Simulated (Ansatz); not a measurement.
# How cost and error scale: Ca(311) slab under a Mg skin with O (101 atoms) repeated

Aim: repeat one cell of Ca(311) slab under a Mg skin with O (101 atoms) to ever larger supercells at Γ and follow error, time and memory.

Main program and level: Ansatz 0.2.0; Kohn-Sham DFT, r2SCAN+D3(BJ), PAW (set soft_2), plane waves.

## 1. Set-up

The cell holds 101 atoms: 54 Ca, 18 Mg and 29 O. Its edges and angles: a = 23.708 Å, b = 20.532 Å, c = 22.118 Å, α = 90.0°, β = 90.0°, γ = 106.8°. It derives from Ca (fcc) and Mg. Fcc Ca (a = 5.588 Å), (311) slab of 4 repeat layers, 6 x 3 surface cells, 16 Å of vacuum; top layer Mg; atoms within 2.02 Å of the bottom held; 29 O on hollow sites; displaced by a Gaussian of 0.03 Å. Regions: slab, 72 atoms (54 Ca and 18 Mg); O adsorbates, 29 atoms (29 O). Vacuum lies along c.

What the set-up can't give: Beside vacuum, support functions can miss their usual error bounds without a warning.

## 2. Plane waves, typed cell on a dense mesh

The typed cell on a k-mesh is the yardstick: it samples like Γ on the cell repeated as often as the mesh has points along each axis. Its own convergence isn't tested.

input.yaml reads:

```yaml
crystal:
  lattice:
    - [23.70788, 0.0, 0.0]
    - [-5.92697, 19.65753, 0.0]
    - [0.0, 0.0, 22.118]
  atoms:
    - { symbol: Ca, position: [0.00214, 0.66877, 0.3619] }
    - { symbol: Ca, position: [0.11897, 0.48248, 0.43631] }
    - { symbol: Ca, position: [0.07568, 0.63733, 0.51519] }
    - { symbol: Mg, position: [0.03209, 0.45617, 0.58974] }
    - { symbol: Ca, position: [0.16653, 0.66573, 0.36141] }
    - { symbol: Ca, position: [0.29, 0.48672, 0.43809] }
    - { symbol: Ca, position: [0.24259, 0.63575, 0.51648] }
    - { symbol: Mg, position: [0.19758, 0.45397, 0.58859] }
    - { symbol: Ca, position: [0.32955, 0.66624, 0.36] }
    - { symbol: Ca, position: [0.45446, 0.48528, 0.43575] }
    - { symbol: Ca, position: [0.41189, 0.63756, 0.51431] }
    - { symbol: Mg, position: [0.36662, 0.45445, 0.5891] }
    - { symbol: Ca, position: [0.49853, 0.66694, 0.36325] }
    - { symbol: Ca, position: [0.62192, 0.4837, 0.43752] }
    - { symbol: Ca, position: [0.57473, 0.63619, 0.51412] }
    - { symbol: Mg, position: [0.52743, 0.45572, 0.59045] }
    - { symbol: Ca, position: [0.66757, 0.66516, 0.36145] }
    - { symbol: Ca, position: [0.78804, 0.48586, 0.43815] }
    - { symbol: Ca, position: [0.74178, 0.63699, 0.51395] }
    - { symbol: Mg, position: [0.69583, 0.45475, 0.59097] }
    - { symbol: Ca, position: [0.83444, 0.66663, 0.36135] }
    - { symbol: Ca, position: [0.95442, 0.4847, 0.43844] }
    - { symbol: Ca, position: [0.91055, 0.63791, 0.51528] }
    - { symbol: Mg, position: [0.8613, 0.45313, 0.59193] }
    - { symbol: Ca, position: [0.99927, 0.33341, 0.36004] }
    - { symbol: Ca, position: [0.12276, 0.1512, 0.43812] }
    - { symbol: Ca, position: [0.07525, 0.30389, 0.5159] }
    - { symbol: Mg, position: [0.03237, 0.12329, 0.59153] }
    - { symbol: Ca, position: [0.16494, 0.33367, 0.36142] }
    - { symbol: Ca, position: [0.28691, 0.15231, 0.43801] }
    - { symbol: Ca, position: [0.24166, 0.30378, 0.51434] }
    - { symbol: Mg, position: [0.2006, 0.12175, 0.59036] }
    - { symbol: Ca, position: [0.33254, 0.3315, 0.36022] }
    - { symbol: Ca, position: [0.45032, 0.15214, 0.43828] }
    - { symbol: Ca, position: [0.4093, 0.30415, 0.51296] }
    - { symbol: Mg, position: [0.36347, 0.12234, 0.5907] }
    - { symbol: Ca, position: [0.49983, 0.33567, 0.36115] }
    - { symbol: Ca, position: [0.62031, 0.15175, 0.43766] }
    - { symbol: Ca, position: [0.57597, 0.30197, 0.51402] }
    - { symbol: Mg, position: [0.52776, 0.1204, 0.58796] }
    - { symbol: Ca, position: [0.66681, 0.33412, 0.35932] }
    - { symbol: Ca, position: [0.78682, 0.15085, 0.43567] }
    - { symbol: Ca, position: [0.74432, 0.30273, 0.51353] }
    - { symbol: Mg, position: [0.69701, 0.12312, 0.58995] }
    - { symbol: Ca, position: [0.83464, 0.33408, 0.36148] }
    - { symbol: Ca, position: [0.95861, 0.15489, 0.43726] }
    - { symbol: Ca, position: [0.90964, 0.30362, 0.51578] }
    - { symbol: Mg, position: [0.86303, 0.12092, 0.58918] }
    - { symbol: Ca, position: [0.00015, 0.99747, 0.35975] }
    - { symbol: Ca, position: [0.12215, 0.81974, 0.43792] }
    - { symbol: Ca, position: [0.07554, 0.96935, 0.51395] }
    - { symbol: Mg, position: [0.03078, 0.78748, 0.5883] }
    - { symbol: Ca, position: [0.1658, 0.99935, 0.36153] }
    - { symbol: Ca, position: [0.28938, 0.81921, 0.4374] }
    - { symbol: Ca, position: [0.24415, 0.97041, 0.5155] }
    - { symbol: Mg, position: [0.19649, 0.78661, 0.59216] }
    - { symbol: Ca, position: [0.33485, 0.00098, 0.36106] }
    - { symbol: Ca, position: [0.45364, 0.82049, 0.4368] }
    - { symbol: Ca, position: [0.4063, 0.96846, 0.51347] }
    - { symbol: Mg, position: [0.36415, 0.78756, 0.58786] }
    - { symbol: Ca, position: [0.50049, 0.99918, 0.36075] }
    - { symbol: Ca, position: [0.62046, 0.82014, 0.43809] }
    - { symbol: Ca, position: [0.57885, 0.97409, 0.51271] }
    - { symbol: Mg, position: [0.53091, 0.78716, 0.59098] }
    - { symbol: Ca, position: [0.66751, 0.00094, 0.36054] }
    - { symbol: Ca, position: [0.78942, 0.81826, 0.43942] }
    - { symbol: Ca, position: [0.74101, 0.96976, 0.5152] }
    - { symbol: Mg, position: [0.69713, 0.78834, 0.58883] }
    - { symbol: Ca, position: [0.83494, 0.9993, 0.3603] }
    - { symbol: Ca, position: [0.95532, 0.81948, 0.43753] }
    - { symbol: Ca, position: [0.91098, 0.97032, 0.51465] }
    - { symbol: Mg, position: [0.86502, 0.78861, 0.58961] }
    - { symbol: O, position: [0.50735, 0.24231, 0.54728] }
    - { symbol: O, position: [0.33506, 0.90733, 0.54943] }
    - { symbol: O, position: [0.00684, 0.35491, 0.61716] }
    - { symbol: O, position: [0.11604, 0.90965, 0.54949] }
    - { symbol: O, position: [0.61599, 0.90934, 0.54945] }
    - { symbol: O, position: [0.59957, 0.07253, 0.5791] }
    [... 17 atom lines left out ...]
    - { symbol: O, position: [0.17131, 0.35328, 0.61475] }
    - { symbol: O, position: [0.26669, 0.7393, 0.57739] }
    - { symbol: O, position: [0.49135, 0.51299, 0.6367] }
    - { symbol: O, position: [0.98801, 0.85054, 0.63661] }
    - { symbol: O, position: [0.33816, 0.57632, 0.54793] }
    - { symbol: O, position: [0.76766, 0.51726, 0.64187] }
kpoints:
  mp_grid: { grid: [2, 2, 1] }
hamiltonian:
  xc: r2scan
  dispersion: d3bj
scf:
  occupations: { method: fermi_dirac, width: 0.1 }
output:
  forces: true
  populations: true
  dos:
    method: { smearing: { sigma: 0.1 } }
    de: 0.1
    projected:
      site_lists:
        Ca: [Ca]
        Mg: [Mg]
        O: [O]
        slab: [0, 1, 2, 3, 4, 5, 6, 7, 8, 9, 10, 11, 12, 13, 14, 15, 16, 17, 18, 19, 20, 21, 22, 23, 24, 25, 26, 27, 28, 29, 30, 31, 32, 33, 34, 35, 36, 37, 38, 39, 40, 41, 42, 43, 44, 45, 46, 47, 48, 49, 50, 51, 52, 53, 54, 55, 56, 57, 58, 59, 60, 61, 62, 63, 64, 65, 66, 67, 68, 69, 70, 71]
        O_adsorbates: [72, 73, 74, 75, 76, 77, 78, 79, 80, 81, 82, 83, 84, 85, 86, 87, 88, 89, 90, 91, 92, 93, 94, 95, 96, 97, 98, 99, 100]
  eigenvalues: true
```

Run with:

```
ansatz run input.yaml --threads 5 --pin off --max-ram 81920MiB --backend cuda --events-out ev --progress --plain --runs-dir out
```

Output:

```text
Warning: the engine holds no damping parameters fitted to this dispersion correction and functional, so the run takes those fitted to r2scan beside the three-body term, which d3bj leaves out (hamiltonian.dispersion, under Limitations)
Engine: ansatz 0.2.0, x86_64-unknown-linux-gnu
Pseudopotentials: kind: paw
Pseudopotential: Ca, paw, valence charge 10, recommended cutoff 500 eV (meta_gga), Ca.paw.azcp
Pseudopotential: Mg, paw, valence charge 10, recommended cutoff 500 eV (meta_gga), Mg.paw.azcp
Pseudopotential: O, paw, valence charge 6, recommended cutoff 500 eV (meta_gga), O.paw.azcp
[... 6 lines on functional and potentials left out ...]
GPU FFT provider: cuFFT
GPU libraries: cuBLAS 13.8.2, cuFFT 12.4.0, cuSOLVER 12.3.4
Crystal: 101 atoms, lattice volume = 10307.836 Å³
Basis set: ecut = 500 eV, 261661 PW (Γ), exchange–correlation on 720×600×648 points (64 copies of the dense FFT grid, shifted against one another)
Bands: 548, of which v1, the nominal top of the filled ones, is band 447 counted from 1 (446 counted from 0)
Symmetry: 1 space group operations
Space group: P1 (ITA 1), of the structure as read, at distance tolerance 2.2e-4 Å
k-points: 4
[... 10 lines on functional and potentials left out ...]
Initial density: superposition of atomic densities (neutral atoms: chi_scale 0, normalization atom), corrected by the library's trained network
Initial wavefunctions: pseudopotential atomic-orbital guess
GPU buffer pool allocated for 4374000 grid points (all kernels)
GPU transforms: local potential and band sums: pruned to the plane-wave sphere, on 180×150×162
Functional: x = r2scan, c = r2scan; τ floored in thin density (d = 2e-4 eV/Å³)
SCF iter   1: F=—  HF=-149495.587638 eV  |F-HF|=—  |Δ(HF+E_count)|=         —  Δρ=1.52e-2  dr2=1.24e2  dr2_τ=3.41e0  ethr=1.77e-3  ⟨swp⟩=15.2  Hψ=14239  notcnv=0
preconditioner: auto → LDOS  [metal: Δε(μ)=0.001 eV  Ē_g=3.182 eV  σ=0.100 eV  W_gap=0.00  n_scr=1054 (ndim 8)  ℏωp=5.9 eV  f_vac=0.599  D(μ)=57.48/eV (n_scr^D=180)  β→1.0]
SCF iter   2: F=—  HF=-149537.243472 eV  |F-HF|=—  |Δ(HF+E_count)|=    4.17e1  Δρ=7.29e-2  dr2=2.27e3  dr2_τ=5.46e1  ethr=1.77e-3  ⟨swp⟩=6.8  Hψ=4556  notcnv=0  defer=6  recentre
SCF iter   3: F=—  HF=-149494.384559 eV  |F-HF|=—  |Δ(HF+E_count)|=    4.29e1  Δρ=1.29e-2  dr2=8.99e1  dr2_τ=6.18e-1  ethr=1.77e-3  ⟨swp⟩=4.2  Hψ=4324  notcnv=0
SCF iter   4: F=—  HF=-149490.259481 eV  |F-HF|=—  |Δ(HF+E_count)|=    4.13e0  Δρ=8.62e-3  dr2=4.49e1  dr2_τ=6.45e-1  ethr=1.77e-3  ⟨swp⟩=2.0  Hψ=2812  notcnv=0
SCF iter   5: F=—  HF=-149488.475772 eV  |F-HF|=—  |Δ(HF+E_count)|=    1.78e0  Δρ=1.21e-2  dr2=2.86e1  dr2_τ=8.13e-1  ethr=1.77e-3  ⟨swp⟩=4.2  Hψ=2651  notcnv=0
SCF iter   6: F=—  HF=-149488.147813 eV  |F-HF|=—  |Δ(HF+E_count)|=   3.28e-1  Δρ=5.66e-3  dr2=7.32e0  dr2_τ=1.10e-1  ethr=1.77e-3  ⟨swp⟩=1.2  Hψ=2525  notcnv=0
SCF iter   7: F=—  HF=-149488.191739 eV  |F-HF|=—  |Δ(HF+E_count)|=   4.39e-2  Δρ=3.85e-3  dr2=6.31e0  dr2_τ=1.15e-1  ethr=8.19e-4  ⟨swp⟩=2.0  Hψ=2288  notcnv=0
SCF iter   8: F=—  HF=-149488.046197 eV  |F-HF|=—  |Δ(HF+E_count)|=   1.46e-1  Δρ=2.37e-3  dr2=1.93e0  dr2_τ=4.48e-2  ethr=7.06e-4  ⟨swp⟩=1.0  Hψ=2192  notcnv=0
SCF iter   9: F=—  HF=-149488.020223 eV  |F-HF|=—  |Δ(HF+E_count)|=   2.60e-2  Δρ=2.41e-3  dr2=1.60e0  dr2_τ=3.18e-2  ethr=2.16e-4  ⟨swp⟩=1.0  Hψ=2192  notcnv=0
SCF iter  10: F=—  HF=-149488.048713 eV  |F-HF|=—  |Δ(HF+E_count)|=   2.85e-2  Δρ=2.93e-3  dr2=2.31e0  dr2_τ=5.77e-2  ethr=1.79e-4  ⟨swp⟩=1.5  Hψ=2526  notcnv=0
SCF iter  11: F=—  HF=-149488.004869 eV  |F-HF|=—  |Δ(HF+E_count)|=   4.38e-2  Δρ=1.61e-3  dr2=6.40e-1  dr2_τ=1.30e-2  ethr=1.79e-4  ⟨swp⟩=1.0  Hψ=2192  notcnv=0
SCF iter  12: F=—  HF=-149487.995287 eV  |F-HF|=—  |Δ(HF+E_count)|=   9.58e-3  Δρ=4.23e-4  dr2=4.79e-2  dr2_τ=9.49e-4  ethr=7.16e-5  ⟨swp⟩=1.0  Hψ=2192  notcnv=0
SCF iter  13: F=—  HF=-149487.995978 eV  |F-HF|=—  |Δ(HF+E_count)|=   6.90e-4  Δρ=1.36e-4  dr2=4.26e-3  dr2_τ=1.52e-4  ethr=5.35e-6  ⟨swp⟩=2.0  Hψ=2327  notcnv=0
SCF iter  14: F=—  HF=-149487.991805 eV  |F-HF|=—  |Δ(HF+E_count)|=   4.17e-3  Δρ=7.18e-5  dr2=1.08e-3  dr2_τ=4.14e-5  ethr=4.76e-7  ⟨swp⟩=2.0  Hψ=2901  notcnv=0
SCF iter  15: F=—  HF=-149487.992493 eV  |F-HF|=—  |Δ(HF+E_count)|=   6.88e-4  Δρ=1.79e-5  dr2=5.64e-5  dr2_τ=4.24e-6  ethr=1.21e-7  ⟨swp⟩=1.0  Hψ=2192  notcnv=0
SCF iter  16: F=—  HF=-149487.994853 eV  |F-HF|=—  |Δ(HF+E_count)|=   2.36e-3  Δρ=9.39e-6  dr2=1.56e-5  dr2_τ=1.13e-6  ethr=6.31e-9  ⟨swp⟩=2.8  Hψ=3175  notcnv=0
SCF iter  17: F=—  HF=-149487.994854 eV  |F-HF|=—  |Δ(HF+E_count)|=   1.16e-6  Δρ=5.08e-6  dr2=4.02e-6  dr2_τ=2.52e-7  ethr=1.74e-9  ⟨swp⟩=2.0  Hψ=2906  notcnv=0
SCF iter  18: F=—  HF=-149487.994854 eV  |F-HF|=—  |Δ(HF+E_count)|=   3.45e-7  Δρ=1.83e-6  dr2=5.63e-7  dr2_τ=1.66e-8  ethr=4.50e-10  ⟨swp⟩=2.0  Hψ=2196  notcnv=0
SCF iter  19: F=-149487.994854 eV  HF=-149487.994854 eV  |F-HF|=5.43e-8  |Δ(HF+E_count)|=   1.82e-7  Δρ=6.72e-7  dr2=8.50e-8  dr2_τ=5.58e-9  ethr=1.12e-11  ⟨swp⟩=15.0  Hψ=12209  notcnv=0
SCF 1 converged in 19 iterations: F = -149487.994854 eV  dr2 = 8.50e-8
  greatest PAW one-centre occupation: 1.000 electrons in one spin orbital (limit 2), on the Mg atom at site 67 (counted from 0), in its partial waves of l = 0
SCF converged after 19 iterations
Free energy (F): -149487.994854 eV
Harris-Foulkes:  -149487.994854 eV  (|F-HF|=5.43e-8)
Internal energy: -149484.999958 eV  (E = F + TS)
E sigma→0 (E₀):  -149486.497406 eV
Entropy (-TS):   -2.994896 eV (-29.652 meV/atom)
Fermi energy:    -1.540815 eV
--- Per-component energies (eV) ---
  E_band       = -22920.080470
  E_kinetic    = 21076.507193
  E_local      = -361029.198488  (includes V_loc(G=0)·N_el)
  E_nonlocal   = 6505.309287
  E_hartree    = 164383.139506
  E_xc         = -9799.082261
  E_vxc        = -14004.383767  (∫ρ·V_xc dr)
  E_paw        = -56586.944295  (= ΣΔE_a)
  E_vpaw       = -5136.982219  (= ΣTr[D̂ρ^β])
  E_aug_tail   = 0.027769  (compensation charges beyond the density's cutoff)
  E_vtau       = 902.362709  (kinetic-family band-sum trace: ∫τ·v_τ [+ j·A + Jᵃ·Aᵃ] dr)
  E_ewald      = 85983.210256
  E_disp       = -4.654966  (pairwise vdW)
  E_core_change = -13.313958  (= ΣΔE_core)
  E_smearing   = -2.994896  (= −TS)
  E_closure    = -0.000000  (closes the sum)
  Σ components = -149487.994854   (vs F -149487.994854, Δ=0.00e0)
--- Forces (eV/Å), atoms counted from 1 ---
  atom   1  Ca    -0.07768679    -0.06007222     0.16803837
  atom   2  Ca     0.07900915     0.10156833     0.12050705
  atom   3  Ca    -0.03419576     1.19762190     1.66294026
  atom   4  Mg    -0.44646393    -0.65863321     3.05768420
  atom   5  Ca    -0.02550746    -0.04236314     0.12726901
  atom   6  Ca     0.21852854     0.49812995     0.90300835
  atom   7  Ca     0.92645828     0.75815824     1.94194193
  atom   8  Mg    -1.74589725    -0.83240621     2.39442865
  atom   9  Ca     0.13638195     0.07320713     0.02425811
  atom  10  Ca     0.09460036    -0.22353401     0.16516185
  atom  11  Ca     0.95129972     0.73743207     1.15172265
  atom  12  Mg     0.65106109     1.14915732    -0.23514412
  atom  13  Ca     0.07253079    -0.00075923     0.01628391
  atom  14  Ca     0.04413062     0.56706887     0.89285981
[...]
atom 100  O     -1.33552345    -1.46226782    -0.96469384
  atom 101  O     -0.18953785    -1.42346147    -2.28677941
  max |Σ_I F_I| component: 8.00e-5 eV/Å
--- Band table (eV) ---
  k-point 0: bands = ["-81.7738", "-81.7184", "-81.6877", "-81.6385", [... 532 levels ...], "0.1235", "0.1451", "0.1595", "0.1808", "0.1890", "0.2259", "0.2389", "0.2662", "0.2884", "0.3075", "0.3274", "0.3717"]
[...]
--- Löwdin populations: 101 sites ---
  site symbol       q [e]
     0     Ca      9.3798
     1     Ca      9.3788
     2     Ca      9.0248
[...]
100      O      6.8649
  spilling = 0.035955 (of n_electrons = 894.000000)
```

Wall time 38 s (1 × NVIDIA H100 80GB HBM3 with 5 threads of AMD EPYC 7R13 (Zen 3), shared host); peak memory 10 GiB; 72 s of CPU time.

The column dr2 measures how far the density is from self-consistency, as an energy; F and HF (Harris–Foulkes) agree once it is small.

That memory is the host's.

The program notes that it cut back its plan to fit the GPU's memory. Further notices: dispersion damping borrowed.

Read from the output:

```yaml
free_energy: -149487.9949 eV
free_energy_per_atom: -1480.0792 eV/atom
scf_cycles: 19
r_m_s_force_component: 1.118 eV/Å
longest_force: 3.708 eV/Å
fermi_energy: -1.541 eV
levels_partly_filled_by_over_2_per_cent: 140
spilling_of_the_projection: 0.03596
```

The r.m.s. force component of 1.1 eV/Å sets the scale for the differences below.

## 3. Plane waves, 101 atoms

The typed cell is solved at Γ alone, the coarsest sampling of the series.

input.yaml, the sections that differ from step 2:

```yaml
kpoints:
  mp_grid: { grid: [1, 1, 1] }
output:
  forces: true
# crystal, hamiltonian, scf: as in step 2
```

Output:

```text
[...]
device memory: the entry about to start is reckoned to put 20.7 GiB on a device that reports 69.1 GiB free
GPU FFT provider: cuFFT
GPU libraries: cuBLAS 13.8.2, cuFFT 12.4.0, cuSOLVER 12.3.4
Crystal: 101 atoms, lattice volume = 10307.836 Å³
Basis set: ecut = 500 eV, 261661 PW (Γ), exchange–correlation on 720×600×648 points (64 copies of the dense FFT grid, shifted against one another)
Bands: 548, of which v1, the nominal top of the filled ones, is band 447 counted from 1 (446 counted from 0)
Symmetry: 1 space group operations
[...]
k-points: 1
[...]
GPU buffer pool allocated for 4374000 grid points (all kernels)
[...]
SCF iter   1: F=—  HF=-149495.574398 eV  |F-HF|=—  |Δ(HF+E_count)|=         —  Δρ=1.53e-2  dr2=1.26e2  dr2_τ=3.42e0  ethr=1.77e-3  ⟨swp⟩=14.0  Hψ=3447  notcnv=0
[...]
SCF iter  17: F=—  HF=-149487.891072 eV  |F-HF|=—  |Δ(HF+E_count)|=   1.01e-6  Δρ=5.27e-6  dr2=5.32e-6  dr2_τ=2.16e-7  ethr=4.59e-10  ⟨swp⟩=2.0  Hψ=730  notcnv=0
SCF iter  18: F=-149487.891072 eV  HF=-149487.891072 eV  |F-HF|=7.47e-8  |Δ(HF+E_count)|=   5.47e-7  Δρ=6.45e-7  dr2=7.90e-8  dr2_τ=5.87e-9  ethr=1.12e-11  ⟨swp⟩=4.0  Hψ=2012  notcnv=0
SCF 1 converged in 18 iterations: F = -149487.891072 eV  dr2 = 7.90e-8
[...]
SCF converged after 18 iterations
Free energy (F): -149487.891072 eV
[...]
Internal energy: -149484.791208 eV  (E = F + TS)
E sigma→0 (E₀):  -149486.341140 eV
Entropy (-TS):   -3.099865 eV (-30.692 meV/atom)
Fermi energy:    -1.538020 eV
[...]
Σ components = -149487.891072   (vs F -149487.891072, Δ=0.00e0)
--- Forces (eV/Å), atoms counted from 1 ---
  atom   1  Ca    -0.08078267    -0.05172824     0.16993257
  atom   2  Ca     0.07345008     0.09187506     0.12470846
  atom   3  Ca    -0.03421897     1.19836969     1.66123839
  atom   4  Mg    -0.44654741    -0.65902736     3.05777998
[...]
atom 101  O     -0.19065503    -1.42074447    -2.28417898
  max |Σ_I F_I| component: 8.77e-5 eV/Å
```

The job ended after 14 s (1 × NVIDIA H100 80GB HBM3 with 5 threads; peak memory 3.6 GiB).

That memory is the host's; the program planned up to 20.7 GiB on the GPU.

The energy lies 1.03 meV/atom above the dense-mesh reference.

## 4. Support functions, 101 atoms

The typed cell is solved at Γ alone, now in support functions.

This step: Kohn-Sham DFT, r2SCAN+D3(BJ), PAW (set soft_2), localised support functions (medium) (Ansatz 0.2.0).

input.yaml: that of step 3 with these lines changed.

```diff
@@ -14,2 +14,5 @@
   occupations: { method: fermi_dirac, width: 0.1 }
+  eigensolver: { kind: { support_functions: { accuracy: medium } } }
+  mixing: { beta: 0.2 }
+  max_iter: 150
 output:
```

Output:

```text
Warning: scf.eigensolver.kind.support_functions: disabling space-group detection — the functions' gradient is summed over unrotated k-points, so no spatial operation reduces the k-mesh or symmetrises the density; time reversal is kept, so that k and −k are solved as one point where they differ and the mesh holds both, and exact exchange and, on two spinor components, a DFT+U term hold to it where the run has them: [...]
[...]
settings of this run that can trade accuracy for cost: scf.eigensolver.kind.support_functions [...]
[...]
GPU FFT provider: cuFFT
GPU libraries: cuBLAS 13.8.2, cuFFT 12.4.0, cuSOLVER 12.3.4
Crystal: 101 atoms, lattice volume = 10307.836 Å³
Basis set: ecut = 500 eV, 261661 PW (Γ), exchange–correlation on 648×540×600 points (27 copies of the dense FFT grid, shifted against one another)
Bands: 537, of which v1, the nominal top of the filled ones, is band 447 counted from 1 (446 counted from 0)
Symmetry: 1 space group operations
k-points: 1
[...]
GPU buffer pool allocated for 7776000 grid points (all kernels)
[...]
SCF iter   1: F=—  HF=-149579.418682 eV  |F-HF|=—  |Δ(HF+E_count)|=         —  Δρ=5.90e-2  dr2=8.23e2  dr2_τ=3.02e1  ethr=1.00e-1
[...]
SCF iter  31: F=—  HF=-149488.170310 eV  |F-HF|=—  |Δ(HF+E_count)|=   8.43e-6  Δρ=4.19e-6  dr2=3.37e-6  dr2_τ=9.74e-8  ethr=8.45e-10  κ⁻¹=6.3e-4(r=7)
SCF iter  32: F=-149488.170369 eV  HF=-149488.170337 eV  |F-HF|=3.27e-5  |Δ(HF+E_count)|=   2.69e-5  Δρ=3.37e-6  dr2=1.29e-6  dr2_τ=1.34e-8  ethr=3.77e-10
SCF 1 converged in 32 iterations: F = -149488.173018 eV  dr2 = 1.29e-6
[...]
SCF converged after 32 iterations
Stability not checked: this state was not tested for a lower state beside it, because the mixer in use, unlike msr1, does not test its closes by its own steps (another_mixer; see scf.mixing.algorithm and scf.lower_state_search)
Free energy (F): -149488.173018 eV
[...]
Internal energy: -149485.073761 eV  (E = F + TS)
E sigma→0 (E₀):  -149486.623389 eV
Entropy (-TS):   -3.099256 eV (-30.686 meV/atom)
Fermi energy:    -1.538116 eV
[...]
Σ components = -149488.173018   (vs F -149488.173018, Δ=0.00e0)
--- Forces (eV/Å), atoms counted from 1 ---
  atom   1  Ca    -0.08078866    -0.05153146     0.17037686
  atom   2  Ca     0.07347775     0.09189706     0.12468022
  atom   3  Ca    -0.03412307     1.19851113     1.66088620
  atom   4  Mg    -0.44727287    -0.65951541     3.05822091
[...]
atom 101  O     -0.19087021    -1.42107783    -2.28378012
  max |Σ_I F_I| component: 6.86e-3 eV/Å
--- Band table (eV) ---
[...]
guard bands above this table: 42 of the run's 537 bands (output.publish_guard_bands: true publishes all)
```

Elapsed: 57 s, on 1 × NVIDIA H100 80GB HBM3 with 5 threads; peak memory 5.8 GiB.

That memory is the host's; the program planned up to 28.9 GiB on the GPU.

The program notes that the band table was not solved further than the SCF left it and it switched symmetry off. Further notices: vacuum switching off with vacuum.

The energy lies 1.76 meV/atom below the dense-mesh reference, and 2.8 meV/atom below plane waves of the same size, an offset between the two bases that leaves the sampling error alike.

(Continued in part 2 of 2.)

[Logs are printed without paths, hosts, clocks, repeated set-up lines and the standing remarks that a program may print on its own settings, such as how far it seeks lower states.]

[Hosts, paths, dates, database ids (printed as entryN), source tags and the programs' standing remarks are cut or masked in the printed files.]
